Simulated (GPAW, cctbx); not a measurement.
# Y2TiFe3: deformation density and structure factors from DFT

Question: by how much does bonding change the X-ray structure factors of Y2TiFe3, how firmly does DFT give the change, and what does a routine refinement make of it?

The start was made by putting kin elements into a known structure type; the compound need not exist, or be stable, in this form. All numbers below are calculated.

## 1. Relax the structure

The density hangs on the geometry, so cell and atoms are relaxed first, with the symmetry held. The cutoff is set higher than for the density because stress converges slowly with plane waves.

Settings: GPAW 26.7.0, PBE, 570 eV, 4×4×4 k-points, Fermi–Dirac width 0.1 eV, spin-polarised, BFGS to 0.03 eV/Å.

```text
cell
1.0
     2.737000000    1.580207687    3.957000000
    -2.737000000    1.580207687    3.957000000
     0.000000000   -3.160415374    3.957000000
Y Fe Ti
2 3 1
Direct
0.369533333 0.369533333 0.369533333
0.630466667 0.630466667 0.630466667
0.500000000 0.000000000 0.000000000
0.000000000 0.500000000 0.000000000
0.000000000 0.000000000 0.500000000
0.000000000 0.000000000 0.000000000
```

```console
$ OMP_NUM_THREADS=1 mpirun -n 4 gpaw python run.py > gpaw.log
```

```text
BFGS:    0      -43.575612        0.421141
BFGS:    1      -43.582848        0.412298
BFGS:    2      -43.623590        0.314992
BFGS:    3      -43.627620        0.302289
BFGS:    4      -43.670979        0.071342
BFGS:    5      -43.672664        0.041046
BFGS:    6      -43.672696        0.037069
BFGS:    7      -43.672719        0.019183
cell  5.1727 5.1727 5.1727  62.53 62.53 62.53
volume 103.388 A^3, largest force 0.006 eV/A, largest stress 0.18 GPa
```

After 7 steps the volume has changed by +0.7 % and the energy by -0.097 eV; the largest stress left is 0.18 GPa. It took 4.3 min on 4 cores of Arm Neoverse V1 (shared host), peak memory 1.2 GiB.

Relaxed structure: R-3m (no. 166), a = 5.3694 Å, b = 5.3694 Å, c = 12.4225 Å, α = 90.00°, β = 90.00°, γ = 120.00°.

| atom | mult. | x | y | z |
| --- | --- | --- | --- | --- |
| Y1 | 6 | 1/3 | 2/3 | 0.0421 |
| Fe1 | 9 | 2/3 | 5/6 | 5/6 |
| Ti1 | 3 | 0 | 0 | 0 |

## 2. Density and charge transfer

X-rays see the whole electron density, so the PAW density is rebuilt with its core regions. Subtracting spherical free atoms from the same code cancels the cores and leaves the deformation density Δρ, the part due to bonding.

Settings: PBE, 450 eV, 5×5×5 k-points, Fermi–Dirac width 0.1 eV, spin-polarised; primitive cell of 6 atoms.

```console
$ OMP_NUM_THREADS=1 mpirun -n 4 gpaw python run.py > gpaw.log
```

```text
|iter:   1|       0s |  -43.759775 | +0.19 |       |  +9.0309|
|iter:   2|       3s |  -43.153957 | -1.41 | -0.81 |  +8.7981|
|iter:   3|       6s |  -42.950281 | -1.98 | -0.94 |  +8.2138|
...
|iter:  12|      32s |  -43.391567c| -5.73 | -3.50 |  +2.9940|
|iter:  13|      35s |  -43.391566c| -6.38 | -3.93 |  +2.9951|
|iter:  14|      38s |  -43.391562c| -7.46c| -4.55c|  +2.9957|
```

```text
grid (54, 54, 54)  electrons 178.000  moved by bonding 0.915 e
deformation density beyond 0.5 A of the nuclei: max 0.195, min -0.105 e/A^3
atom        x       y       z   Voronoi charge  moment
Y 1    0.3754  0.3754  0.3754      0.243      -0.24
Y 2    0.6246  0.6246  0.6246      0.243      -0.24
Fe3    0.5000  1.0000  0.0000     -0.175       1.76
Fe4    0.0000  0.5000  0.0000     -0.175       1.76
Fe5    0.0000  0.0000  0.5000     -0.175       1.76
Ti6    0.0000  0.0000  0.0000      0.039      -0.69
mean inner potential of superposed free atoms 24.537 V
total magnetic moment 2.996 muB
```

Deformation density in a plane through the shortest contact of the Fe atom at the origin, in 0.01 e/Å³ (clipped at ±99); x from -1.6 to 4.2 Å, y from 2.4 down to -2.4 Å:

```text
  .   .   0   1   1   0  -2  -3  -3  -1   1   1   0   .   .   .
  .   .   3   0   1   1  -1  -3  -2   0   1   2   2  12   .   5
  6  -3  -1   1   2   1   0   0   0   0   2   3   4   7   0  -2
  2   2   2   2   1   1   1   1   1   0   0   2   3   3   2   2
  2   3   2  -1   0   0   2   3   2  -1  -3   0   0   1   3   3
  0   3   1  -4   .  -2   4   3   2  -1  -6   .  -4  -2   2   2
  1   3   6   .   .   .   9   4   2   0   .   .   .   0   2   4
  1   3   4   2   .  -7   0   2   1  -4  -1   .  -3   0   3   4
  1   3   2   0   0  -1   1   3   3   1   0  -1  -3   0   2   2
  1   1   1   1   1   2   2   2   2   3   3   1   0   0   1   2
  0  -1   0   1   2   2   0  -3   4   6   3   3   1   0   0   0
 -2  -3  -2   0   1   1   1   .   .   7   2   2   1  -1  -2  -2
 -2  -3  -2   0   1   1   1   .   .   4   0   1   1  -1  -3  -3
```

Atoms in or within 0.15 Å of the plane: Fe (0.0, 0.0), Fe (3.8, 2.3), Fe (1.4, -2.3), Fe (-1.4, 2.3), Ti (2.6, 0.0) Å. Dots mark points within about 0.45 Å of a nucleus; large values next to them are atomic features.

Fe gains most (-0.17 e) and Y loses most (+0.24 e), as electronegativity suggests. Along the shortest contact from the Fe atom at the map's origin, Fe–Ti at 2.59 Å, Δρ is +0.02 e/Å³ at the midpoint; the highest value on the line, +0.22, lies at the edge of the range, 0.5 Å from Fe, and is an atomic rather than a bond feature: little piles up between the atoms. At the midpoints of other shortest contacts it is +0.03 (Fe–Fe, 2.69 Å), 0.00 (Y–Fe, 3.02 Å), -0.05 (Y–Y, 3.10 Å) and -0.01 (Y–Ti, 3.14 Å) e/Å³. Point values carry grid noise of about 0.01 e/Å³. The cell's moment is 3.00 μB; the largest inside an atomic sphere is 1.76 μB. The run needed 14 iterations, 51 s.

## 3. Structure factors

The Fourier components of Δρ, added to those of the free atoms, give the static X-ray structure factors; the Mott–Bethe relation turns them into the Fourier components V of the potential that fast electrons feel.

```text
static structure factors of the conventional cell: F in electrons, V (Mott-Bethe) in volts
   h  k  l      d  |F| table  |F| free   |F| DFT   change   |V| free  |V| DFT  change %
   1  0  1  4.3549    21.190    21.265    20.457   -0.807     0.173    0.399    130.9
   0  0  3  4.1408     5.811     5.734     7.062    1.328     0.490    0.827     68.6
   1  0 -2  3.7224    11.674    11.693    12.031    0.338     0.180    0.249     38.5
   1  1  0  2.6847   175.305   175.293   174.646   -0.647     4.975    5.044      1.4
   1  0  4  2.5826   197.617   197.459   197.627    0.168     4.783    4.767     -0.3
   2  0 -1  2.2853   255.103   254.279   254.303    0.024     6.144    6.142     -0.0
   1  1  3  2.2527   229.075   228.525   228.191   -0.334     5.975    6.000      0.4
   1  0 -5  2.1913   229.300   228.748   228.183   -0.565     5.875    5.916      0.7
   2  0  2  2.1775   217.732   216.650   215.976   -0.674     5.923    5.970      0.8
   0  0  6  2.0704   209.587   208.499   207.012   -1.488     5.571    5.665      1.7
   2  0 -4  1.8612    35.455    34.474    33.530   -0.944     1.615    1.663      3.0
   2  1  1  1.7402    22.733    23.104    23.359    0.254     0.055    0.066     20.8
   2  0  5  1.6976     2.495     3.271     3.726    0.455     0.159    0.178     12.2
   2  1 -2  1.6911     9.890     9.685     9.749    0.064     0.048    0.045     -5.7
```

The largest X-ray change is -1.49 e on 006, 0.7 % of |F|. For electrons V goes as (Z − F)/g², so a change of F counts against Z − F, which is small at low angle and wherever the atoms' terms cancel: |V| of 101 moves by +130.9 % (0.17 to 0.40 V) against -3.8 % in |F|. The last three rows still change by up to 0.46 e; the table stops while the angles are still low. The tabulated Hartree–Fock atoms differ from the free DFT atoms by up to 1.09 e, so the choice of reference atom matters too.

## 4. Convergence

Cutoff and k-mesh: one is changed at a time, to find what the result needs.

| run | ΔF 006 (e) | ΔF 003 (e) | ΔF 2 0 -4 (e) | q(Fe) (e) | moved (e) | time |
| --- | --- | --- | --- | --- | --- | --- |
| 450 eV 5×5×5 | -1.488 | +1.328 | -0.944 | -0.175 | 0.915 | 51 s |
| 250 eV 5×5×5 | -1.539 | +1.333 | -0.985 | -0.176 | 0.923 | 20 s |
| 350 eV 5×5×5 | -1.527 | +1.317 | -0.978 | -0.175 | 0.931 | 34 s |
| 750 eV 5×5×5 | -1.477 | +1.329 | -0.939 | -0.175 | 0.919 | 1.7 min |
| 450 eV 2×2×2 | -1.644 | +1.321 | -1.029 | -0.175 | 0.973 | 21 s |
| 450 eV 3×3×3 | -1.488 | +1.316 | -0.947 | -0.175 | 0.907 | 26 s |

Within 0.03 e of the base on all three: 450 eV 3×3×3 and 750 eV 5×5×5; the cheapest takes 0.50 of the base's time. The largest error, 0.156 e, comes with 450 eV 2×2×2. Times are from shared hosts.

## 5. What a spherical-atom refinement makes of it

Routine crystallography fits spherical atoms. To see the bias, intensities are simulated from tabulated atoms plus the DFT change ΔF, so that bonding alone can misfit (3472 reflections of the full sphere, merged to the counts below, to 0.5 Å, 1 % proportional noise plus counting noise, assumed isotropic U as listed, Δρ smeared by the mean U) and refined with cctbx over different ranges.

```csv
range,data,R1,GooF,U Y1 (true 0.0029),U Fe1 (true 0.0033),U Ti1 (true 0.0035),largest shift (Å),"Δρ max, min (e/Å³)"
all data,355,0.0036,1.05,0.0029,0.0033,0.0035,0.0001,"0.25, -0.32"
"low resolution, d > 0.84",84,0.0031,1.11,0.0029,0.0033,0.0036,0.0001,"0.11, -0.10"
"high order, d < 0.75",241,0.0040,1.04,0.0029,0.0033,0.0035,0.0001,"0.22, -0.21"
"occupancies free, d > 0.7",142,0.0030,1.06,0.0029,0.0034,0.0034,0.0001,"0.12, -0.11"
```

With all data GooF is 1.05, so at this noise the bonding hardly shows; the top residual peak lies 0.58 Å from Fe and 2.01 Å from Ti. No U is off by more than 3 s.u. at low resolution. With Y1 held at 1 and the scale free, the other occupancies refine to Fe1 1.001(0.001) and Ti1 0.998(0.002), within three s.u. of full.

## 6. Answer

Bonding moves 0.92 e in the primitive cell of Y2TiFe3 and changes the structure factors of the conventional cell in the table above by at most 1.49 e (006, 0.7 %), and among reflections above 2 % of the strongest by up to 23.2 % (003). The shortest bond, Fe–Ti, has Δρ = +0.02 e/Å³ at its midpoint. Within 0.03 e of the base on all three: 450 eV 3×3×3 and 750 eV 5×5×5; the cheapest takes 0.50 of the base's time. The largest error, 0.156 e, comes with 450 eV 2×2×2. With all data GooF is 1.05, so at this noise the bonding hardly shows. Limits: static density, frozen cores, no spin–orbit coupling; a ferromagnetic start is the only order tried, and the real ground state may be antiferromagnetic or insulating.

[Outputs are excerpts: Python notices, other lines and further rows are left out; steps that failed or that the build refused (PBEsol, TPSS) are not shown.]

[Logs are printed without paths, hosts, clocks, repeated set-up lines and the standing remarks that a program may print on its own settings, such as how far it seeks lower states.]
